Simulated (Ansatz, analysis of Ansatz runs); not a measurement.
# Interstitial H in fcc Al, hop from a tetrahedral to the next octahedral site: migration barrier, PBE, part 2 of 2

How near does this set-up come to the measured migration barrier? Subject: interstitial H in fcc Al, hop from a tetrahedral to the next octahedral site. Set-up: PBE, 32-site cell, PBE lattice, 420 eV, k: 5x5x5 Gamma-centred. The model is a cell of 32 host atoms with 1 H put in. The barrier is the energy of the highest image of a climbing band over the relaxed site that the atom leaves. This set-up takes another sampling or smearing than the usual one for this cell.

Ansatz 0.2.0; PBE, 32-site cell, PBE lattice, 420 eV, k: 5x5x5 Gamma-centred.

So far: Set-up; Relaxation, charge 0.

## (3) Nudged elastic band

A band of images joins the two ends; its highest image climbs to the saddle, whose energy over the site left is the barrier.

This step: plane-wave PAW DFT, PBE; nudged elastic band between two relaxed defect structures at fixed charge.

The input, neb/input.yaml:

```yaml
crystal:
  lattice:
    - [8.0800268, 0.0, 0.0]
    - [0.0, 8.0800268, 0.0]
    - [0.0, 0.0, 8.0800268]
  atoms:
    - { symbol: Al, position: [0.000603163, 0.000603163, 0.000603163] }
    - { symbol: Al, position: [0.000828445, 0.250632902, 0.250632902] }
    - { symbol: Al, position: [0.250632902, 0.000828445, 0.250632902] }
    - { symbol: Al, position: [0.250632902, 0.250632902, 0.000828445] }
    - { symbol: Al, position: [-0.002216065, -0.002216065, 0.500770554] }
    - { symbol: Al, position: [-0.002216065, 0.249229446, 0.752216065] }
    - { symbol: Al, position: [0.249229446, -0.002216065, 0.752216065] }
    - { symbol: Al, position: [0.241147124, 0.241147124, 0.508852876] }
    - { symbol: Al, position: [-0.002216065, 0.500770554, -0.002216065] }
    - { symbol: Al, position: [-0.002216065, 0.752216065, 0.249229446] }
    - { symbol: Al, position: [0.241147124, 0.508852876, 0.241147124] }
    - { symbol: Al, position: [0.249229446, 0.752216065, -0.002216065] }
    - { symbol: Al, position: [0.000828445, 0.499367098, 0.499367098] }
    - { symbol: Al, position: [0.000603163, 0.749396837, 0.749396837] }
    - { symbol: Al, position: [0.250632902, 0.499367098, 0.749171555] }
    - { symbol: Al, position: [0.250632902, 0.749171555, 0.499367098] }
    - { symbol: Al, position: [0.500770554, -0.002216065, -0.002216065] }
    - { symbol: Al, position: [0.508852876, 0.241147124, 0.241147124] }
    - { symbol: Al, position: [0.752216065, -0.002216065, 0.249229446] }
    - { symbol: Al, position: [0.752216065, 0.249229446, -0.002216065] }
    - { symbol: Al, position: [0.499367098, 0.000828445, 0.499367098] }
    - { symbol: Al, position: [0.499367098, 0.250632902, 0.749171555] }
    - { symbol: Al, position: [0.749396837, 0.000603163, 0.749396837] }
    - { symbol: Al, position: [0.749171555, 0.250632902, 0.499367098] }
    - { symbol: Al, position: [0.499367098, 0.499367098, 0.000828445] }
    - { symbol: Al, position: [0.499367098, 0.749171555, 0.250632902] }
    - { symbol: Al, position: [0.749171555, 0.499367098, 0.250632902] }
    - { symbol: Al, position: [0.749396837, 0.749396837, 0.000603163] }
    - { symbol: Al, position: [0.508852876, 0.508852876, 0.508852876] }
    - { symbol: Al, position: [0.500770554, 0.752216065, 0.752216065] }
    - { symbol: Al, position: [0.752216065, 0.500770554, 0.752216065] }
    - { symbol: Al, position: [0.752216065, 0.752216065, 0.500770554] }
    - { symbol: H, position: [0.375, 0.375, 0.375] }
basis:
  ecutwfc: 420
  xc_grid: 2
hamiltonian:
  xc: pbe
kpoints:
  mp_grid: { grid: [5, 5, 5] }
scf:
  occupations: { method: methfessel_paxton, width: 0.1 }
  max_iter: 120
output:
  forces: true
neb:
  images: 3
  f_tol: 0.04
  climbing: true
  initial_path: idpp
  max_iterations: 45
  order_check: false
  final_atoms:
    - { symbol: Al, position: [0.000973801, 0.000973801, 0.000973801] }
    - { symbol: Al, position: [-0.004752945, 0.249905433, 0.249905433] }
    - { symbol: Al, position: [0.249905433, -0.004752945, 0.249905433] }
    - { symbol: Al, position: [0.249905433, 0.249905433, -0.004752945] }
[... 3 atom lines left out ...]
    - { symbol: Al, position: [0.249905433, 0.249905433, 0.50456381] }
[... 2 atom lines left out ...]
    - { symbol: Al, position: [0.249905433, 0.50456381, 0.249905433] }
[... 1 atom line left out ...]
    - { symbol: Al, position: [0.000973801, 0.498837064, 0.498837064] }
[... 1 atom line left out ...]
    - { symbol: Al, position: [0.249905433, 0.500217261, 0.749905433] }
[... 2 atom lines left out ...]
    - { symbol: Al, position: [0.50456381, 0.249905433, 0.249905433] }
[... 2 atom lines left out ...]
    - { symbol: Al, position: [0.498837064, 0.000973801, 0.498837064] }
[... 3 atom lines left out ...]
    - { symbol: Al, position: [0.498837064, 0.498837064, 0.000973801] }
[... 3 atom lines left out ...]
    - { symbol: Al, position: [0.498837064, 0.498837064, 0.498837064] }
[... 3 atom lines left out ...]
    - { symbol: H, position: [0.249905433, 0.249905433, 0.249905433] }
```

On the command line:

```sh
ansatz run input.yaml --threads 4 --pin off --max-ram 14131MiB --backend cpu --events-out ev --progress --plain --runs-dir out
```

Numbers of over 12 decimals in the logs are rounded to 6 here.

The log of the run:

```text
[...]
Warning: neb: disabling space-group detection — the band's intermediate images generally break the endpoint symmetry, so no spatial operation reduces the k-mesh or symmetrises the density, except that a semilocal band can use its path's symmetry ahead of [...]
[...]
parallel-image band execution: 3 concurrent image workers
NEB image 0
Crystal: 33 atoms, lattice volume = 527.519 Å³
Basis set: ecut = 420 eV, 10395 PW (Γ), exchange–correlation on 120×120×120 points (8 copies of the dense FFT grid, shifted against one another)
Bands: 82, of which v1, the nominal top of the filled ones, is band 49 counted from 1 (48 counted from 0)
Symmetry: 1 space group operations
k-points: 63 of 125 (time reversal used)
[...]
SCF iter   1: F=—  HF=-17215.060965 eV  |F-HF|=—  |Δ(HF+E_count)|=         —  Δρ=9.88e-4  dr2=1.06e-2  ethr=1.77e-3  ⟨swp⟩=6.7  Hψ=24310  notcnv=0  defer=103
[...]
SCF iter   5: F=-17215.062112 eV  HF=-17215.062112 eV  |F-HF|=1.24e-8  |Δ(HF+E_count)|=   1.78e-7  S|Δr|=    0.00e0  Δρ=2.41e-6  dr2=3.51e-8  ethr=1.03e-10  ⟨swp⟩=4.0  Hψ=12863  notcnv=0
SCF 1 converged in 5 iterations: F = -17215.062112 eV  dr2 = 3.51e-8
[...]
NSCF: frozen V_eff on 63 k-points
NEB image 4
SCF iter   1: F=—  HF=-17215.029956 eV  |F-HF|=—  |Δ(HF+E_count)|=         —  Δρ=1.02e-3  dr2=2.09e-2  ethr=1.77e-3  ⟨swp⟩=6.7  Hψ=24180  notcnv=0  defer=91
[...]
SCF iter   5: F=-17215.029806 eV  HF=-17215.029806 eV  |F-HF|=1.77e-8  |Δ(HF+E_count)|=   1.50e-7  S|Δr|=    0.00e0  Δρ=2.57e-6  dr2=4.60e-8  ethr=1.03e-10  ⟨swp⟩=4.0  Hψ=12697  notcnv=0
SCF 2 converged in 5 iterations: F = -17215.029806 eV  dr2 = 4.60e-8
[...]
NEB end point (image 0): max|allowed force component| = 1.439e-2 eV/Å (the criterion of neb.relax_end_points is 1.000e-2)
NEB end point (image 4): max|allowed force component| = 2.476e-3 eV/Å (the criterion of neb.relax_end_points is 1.000e-2)
NEB image 1
SCF iter   1: F=—  HF=-17214.916123 eV  |F-HF|=—  |Δ(HF+E_count)|=         —  Δρ=1.06e-3  dr2=1.08e-2  ethr=1.77e-3  ⟨swp⟩=6.8  Hψ=24595  notcnv=0  defer=103
[...]
SCF iter   5: F=-17214.917194 eV  HF=-17214.917194 eV  |F-HF|=1.93e-8  |Δ(HF+E_count)|=   1.28e-7  S|Δr|=    0.00e0  Δρ=2.56e-6  dr2=4.52e-8  ethr=1.03e-10  ⟨swp⟩=4.0  Hψ=12798  notcnv=0
SCF 3 converged in 5 iterations: F = -17214.917194 eV  dr2 = 4.52e-8
NEB image 2
SCF iter   1: F=—  HF=-17214.841805 eV  |F-HF|=—  |Δ(HF+E_count)|=         —  Δρ=1.14e-3  dr2=1.84e-2  ethr=1.77e-3  ⟨swp⟩=6.7  Hψ=24322  notcnv=0  defer=121
[...]
SCF iter   5: F=-17214.841808 eV  HF=-17214.841808 eV  |F-HF|=1.77e-8  |Δ(HF+E_count)|=   1.04e-7  S|Δr|=    0.00e0  Δρ=2.75e-6  dr2=4.74e-8  ethr=1.03e-10  ⟨swp⟩=4.0  Hψ=12470  notcnv=0
SCF 4 converged in 5 iterations: F = -17214.841808 eV  dr2 = 4.74e-8
NEB image 3
SCF iter   1: F=—  HF=-17214.949135 eV  |F-HF|=—  |Δ(HF+E_count)|=         —  Δρ=1.12e-3  dr2=2.22e-2  ethr=1.77e-3  ⟨swp⟩=6.6  Hψ=24407  notcnv=0  defer=106
[...]
SCF iter   5: F=-17214.948619 eV  HF=-17214.948619 eV  |F-HF|=1.54e-8  |Δ(HF+E_count)|=   8.96e-8  S|Δr|=    0.00e0  Δρ=2.62e-6  dr2=4.38e-8  ethr=1.03e-10  ⟨swp⟩=4.0  Hψ=12492  notcnv=0
SCF 5 converged in 5 iterations: F = -17214.948619 eV  dr2 = 4.38e-8
NEB iter   1: max|band force component| = 4.851e-1 eV/Å  barrier→ = 0.2203 eV  barrier← = 0.1880 eV  CI = image 2  Δτ_max = 0.1333 Å  (25 SCF iters)
NEB image 1
[...]
SCF iter   5: F=-17214.971209 eV  HF=-17214.971209 eV  |F-HF|=5.16e-9  |Δ(HF+E_count)|=   6.93e-7  S|Δr|=    0.00e0  Δρ=2.45e-6  dr2=2.90e-8  ethr=1.03e-10  ⟨swp⟩=3.2  Hψ=18052  notcnv=0
SCF 6 converged in 5 iterations: F = -17214.971209 eV  dr2 = 2.90e-8
NEB image 2
[...]
SCF iter   5: F=-17214.902895 eV  HF=-17214.902895 eV  |F-HF|=1.41e-8  |Δ(HF+E_count)|=   8.24e-7  S|Δr|=    0.00e0  Δρ=3.31e-6  dr2=5.34e-8  ethr=1.03e-10  ⟨swp⟩=3.2  Hψ=18701  notcnv=0
SCF 7 converged in 5 iterations: F = -17214.902895 eV  dr2 = 5.34e-8
NEB image 3
[...]
SCF iter   5: F=-17214.972489 eV  HF=-17214.972489 eV  |F-HF|=2.53e-8  |Δ(HF+E_count)|=   6.58e-7  S|Δr|=    0.00e0  Δρ=2.33e-6  dr2=4.42e-8  ethr=1.03e-10  ⟨swp⟩=3.2  Hψ=17726  notcnv=0
SCF 8 converged in 5 iterations: F = -17214.972489 eV  dr2 = 4.42e-8
NEB iter   2: max|band force component| = 2.184e-1 eV/Å  barrier→ = 0.1592 eV  barrier← = 0.1269 eV  CI = image 2  Δτ_max = 0.0883 Å  (15 SCF iters)
NEB image 1
[...]
SCF iter   5: F=-17214.977019 eV  HF=-17214.977019 eV  |F-HF|=2.53e-9  |Δ(HF+E_count)|=   3.42e-8  S|Δr|=    0.00e0  Δρ=9.16e-7  dr2=5.38e-9  ethr=1.03e-10  ⟨swp⟩=4.1  Hψ=12681  notcnv=0
SCF 9 converged in 5 iterations: F = -17214.977019 eV  dr2 = 5.38e-9
NEB image 2
[...]
SCF iter   5: F=-17214.915349 eV  HF=-17214.915349 eV  |F-HF|=3.44e-9  |Δ(HF+E_count)|=   7.48e-8  S|Δr|=    0.00e0  Δρ=1.38e-6  dr2=1.04e-8  ethr=1.03e-10  ⟨swp⟩=4.3  Hψ=13196  notcnv=0
SCF 10 converged in 5 iterations: F = -17214.915349 eV  dr2 = 1.04e-8
NEB image 3
[...]
SCF iter   5: F=-17214.979540 eV  HF=-17214.979540 eV  |F-HF|=8.00e-10  |Δ(HF+E_count)|=   3.20e-8  S|Δr|=    0.00e0  Δρ=7.72e-7  dr2=2.84e-9  ethr=1.03e-10  ⟨swp⟩=4.1  Hψ=12430  notcnv=0
SCF 11 converged in 5 iterations: F = -17214.979540 eV  dr2 = 2.84e-9
NEB iter   3: max|band force component| = 1.343e-1 eV/Å  barrier→ = 0.1468 eV  barrier← = 0.1145 eV  CI = image 2  Δτ_max = 0.0249 Å  (15 SCF iters)
NEB image 1
[...]
SCF iter   5: F=-17214.981061 eV  HF=-17214.981061 eV  |F-HF|=3.78e-10  |Δ(HF+E_count)|=   9.00e-9  S|Δr|=    0.00e0  Δρ=4.83e-7  dr2=1.13e-9  ethr=8.39e-11  ⟨swp⟩=2.1  Hψ=14819  notcnv=0
SCF 12 converged in 5 iterations: F = -17214.981061 eV  dr2 = 1.13e-9
NEB image 2
[...]
SCF iter   5: F=-17214.917678 eV  HF=-17214.917678 eV  |F-HF|=7.60e-10  |Δ(HF+E_count)|=   2.39e-8  S|Δr|=    0.00e0  Δρ=7.18e-7  dr2=2.53e-9  ethr=1.03e-10  ⟨swp⟩=4.6  Hψ=12779  notcnv=0
SCF 13 converged in 5 iterations: F = -17214.917678 eV  dr2 = 2.53e-9
NEB image 3
[...]
SCF iter   5: F=-17214.978617 eV  HF=-17214.978617 eV  |F-HF|=3.09e-10  |Δ(HF+E_count)|=   1.21e-8  S|Δr|=    0.00e0  Δρ=5.13e-7  dr2=1.30e-9  ethr=1.03e-10  ⟨swp⟩=4.0  Hψ=12300  notcnv=0
SCF 14 converged in 5 iterations: F = -17214.978617 eV  dr2 = 1.30e-9
NEB image 1
[...]
NEB image 3
[...]
NEB image 2
[...]
NEB iter   4: max|band force component| = 3.858e-2 eV/Å  barrier→ = 0.1444 eV  barrier← = 0.1121 eV  CI = image 2  Δτ_max = 0.0000 Å  (15 SCF iters)
SCF converged after 5 iterations
[...]
Free energy (F): -17214.917678 eV
[...]
Internal energy: -17214.909999 eV  (E = F + TS)
E sigma→0 (E₀):  -17214.915758 eV
Entropy (-TS):   -0.007678 eV (-0.233 meV/atom)
Fermi energy:    8.016527 eV
[...]
--- Forces (eV/Å), atoms counted from 1 ---
  atom   1  Al     0.00198681    -0.00029950     0.00032148
  atom   2  Al     0.00382572     0.00009587    -0.00134236
  [... 1 atom left out ...]
  atom   4  Al     0.00107814     0.00149672     0.00191440
  [... 3 atoms left out ...]
  atom   8  Al    -0.01377167     0.02057042    -0.00119216
  [... 2 atoms left out ...]
  atom  11  Al     0.00123963    -0.03853816     0.02801227
  [... 1 atom left out ...]
  atom  13  Al     0.00395519    -0.00218723    -0.00337356
  [... 1 atom left out ...]
  atom  15  Al     0.00168088     0.00026712     0.00508703
  [... 2 atoms left out ...]
  atom  18  Al     0.00488681     0.00738245    -0.00346149
  [... 2 atoms left out ...]
  atom  21  Al     0.00005881    -0.00610143     0.00270184
  atom  22  Al    -0.00243812    -0.00237817    -0.00607138
  [... 6 atoms left out ...]
  atom  29  Al    -0.00344486     0.00204464    -0.00130951
  [... 3 atoms left out ...]
  atom  33  H      0.01828730     0.01174911    -0.01994451
  max |Σ_I F_I| component: 5.23e-6 eV/Å
--- Band table (eV; the first three rows and the last of 63) ---
[...]
[... further k-points left out ...]
this run last wrote the band of iteration 4 to <dir>
--- NEB band (5 images, 4 band iterations, 70 SCF iterations) ---
  forward barrier  = 0.144434 eV
  backward barrier = 0.112129 eV
  lagrangian_above_aufbau_ev (what the smearing adds, to first order; not taken off the barriers): saddle image -0.006614 eV, end points -0.004439 and -0.012742 eV
  climbing image's point = of an order that was not read
  energies are F+E_penalty+E_count in eV, relative to image 0
  image     s (Å)  Δ vs image 0  max|band force component| (eV/Å)
      0    0.0000      0.000000                                 —
      1    0.4030      0.081051                          1.758e-2
  *   2    0.8060      0.144434                          3.858e-2
      3    1.2910      0.083495                          2.282e-2
      4    1.7760      0.032305                                 —
  climbing-image geometry (image 2):
  cell:  # Å, volume = 527.5194 Å³
    - [8.0800268, 0.0, 0.0]
    - [0.0, 8.0800268, 0.0]
    - [0.0, 0.0, 8.0800268]
  atoms:
    - { symbol: Al, position: [-0.000276, 0.000128, 5.506769113730855e-5] }
    - { symbol: Al, position: [-0.001565, 0.250492, 0.250490] }
    - { symbol: Al, position: [0.250166, -0.001725, 0.250187] }
    - { symbol: Al, position: [0.250234, 0.250251, -0.001843] }
    - { symbol: Al, position: [-0.000348, -0.000628, 0.500957] }
    - { symbol: Al, position: [-0.002338, 0.249440, 0.752821] }
    - { symbol: Al, position: [0.249643, -0.002679, 0.753121] }
    - { symbol: Al, position: [0.243904, 0.241946, 0.514430] }
    - { symbol: Al, position: [-0.000326, 0.500813, -0.000556] }
    - { symbol: Al, position: [-0.002513, 0.752946, 0.249448] }
    - { symbol: Al, position: [0.243612, 0.515161, 0.241867] }
    - { symbol: Al, position: [0.249607, 0.753262, -0.002858] }
    - { symbol: Al, position: [-0.000351, 0.498576, 0.498572] }
    - { symbol: Al, position: [-0.000733, 0.748752, 0.748830] }
    - { symbol: Al, position: [0.249638, 0.499518, 0.748023] }
    - { symbol: Al, position: [0.249675, 0.748201, 0.499557] }
    - { symbol: Al, position: [0.501348, -0.000362, -0.000314] }
    - { symbol: Al, position: [0.512218, 0.243658, 0.244010] }
    - { symbol: Al, position: [0.752646, -0.001774, 0.249700] }
    - { symbol: Al, position: [0.752593, 0.249661, -0.001734] }
    - { symbol: Al, position: [0.498974, -0.000613, 0.498866] }
    - { symbol: Al, position: [0.500246, 0.249435, 0.749033] }
    - { symbol: Al, position: [0.749133, -0.001140, 0.748970] }
    - { symbol: Al, position: [0.748700, 0.249345, 0.499883] }
    - { symbol: Al, position: [0.498968, 0.498836, -0.000690] }
    - { symbol: Al, position: [0.500200, 0.749010, 0.249505] }
    - { symbol: Al, position: [0.748496, 0.499766, 0.249384] }
    - { symbol: Al, position: [0.749148, 0.748888, -0.001030] }
    - { symbol: Al, position: [0.503847, 0.503300, 0.503429] }
    - { symbol: Al, position: [0.500057, 0.749965, 0.749997] }
    - { symbol: Al, position: [0.750379, 0.499606, 0.750024] }
    - { symbol: Al, position: [0.750342, 0.749967, 0.499682] }
    - { symbol: H, position: [0.315615, 0.318937, 0.319121] }
```

Wall time 18 min (4 threads of Arm Neoverse V2, shared host); peak memory 7.4 GiB; 57 min of CPU time.

Reading the cycles: dr2 is the Hartree energy of the density residual (eV), the measure of convergence; HF is the Harris–Foulkes estimate of the energy, which meets the free energy F at convergence.

Images along the path:

| image | path (Å) | energy (eV) | H33: x, y, z (Å) |
| --- | --- | --- | --- |
| 0 | 0.000 | 0.0000 | 3.030, 3.030, 3.030 |
| 1 | 0.403 | 0.0811 | 2.790, 2.808, 2.808 |
| 2 | 0.806 | 0.1444 | 2.550, 2.577, 2.579 |
| 3 | 1.291 | 0.0835 | 2.282, 2.304, 2.302 |
| 4 | 1.776 | 0.0323 | 2.019, 2.019, 2.019 |

Numbers from this step:

```yaml
free_energy: -17214.9177 eV
smearing_term_ts: 0.007678 eV
barrier_forward: 0.1444 eV
barrier_backward: 0.1121 eV
```

## (4) Outcome

| Property | Result |
| --- | --- |
| migration barrier (saddle less minimum) | 0.14 eV |
| energy difference of the two ends | 0.03 eV |
| length of the hop | 1.75 Å |
| time of the whole chain | 19 min on 4 threads |

In words: Migration barrier: computed 0.14 eV, measured 0.452 eV; 0.31 eV below the measurement. The measured number is an Arrhenius activation energy of long-range diffusion; for H it holds zero-point energy, and trapping at vacancies and dislocations can raise it. One hop between neighbouring sites is computed at the host's lattice. Limits: the periodic copies of the defect are only 8.1 Å apart.

[Logs are printed without paths, hosts, clocks, repeated set-up lines and the standing remarks that a program may print on its own settings, such as how far it seeks lower states.]

[Hosts, paths, dates, database ids (printed as entryN), source tags and the programs' standing remarks are cut or masked in the printed files.]

[For some hosts the program warned that the k-mesh of the response run may be too coarse for force constants and the static dielectric constant; such warnings are not shown here.]
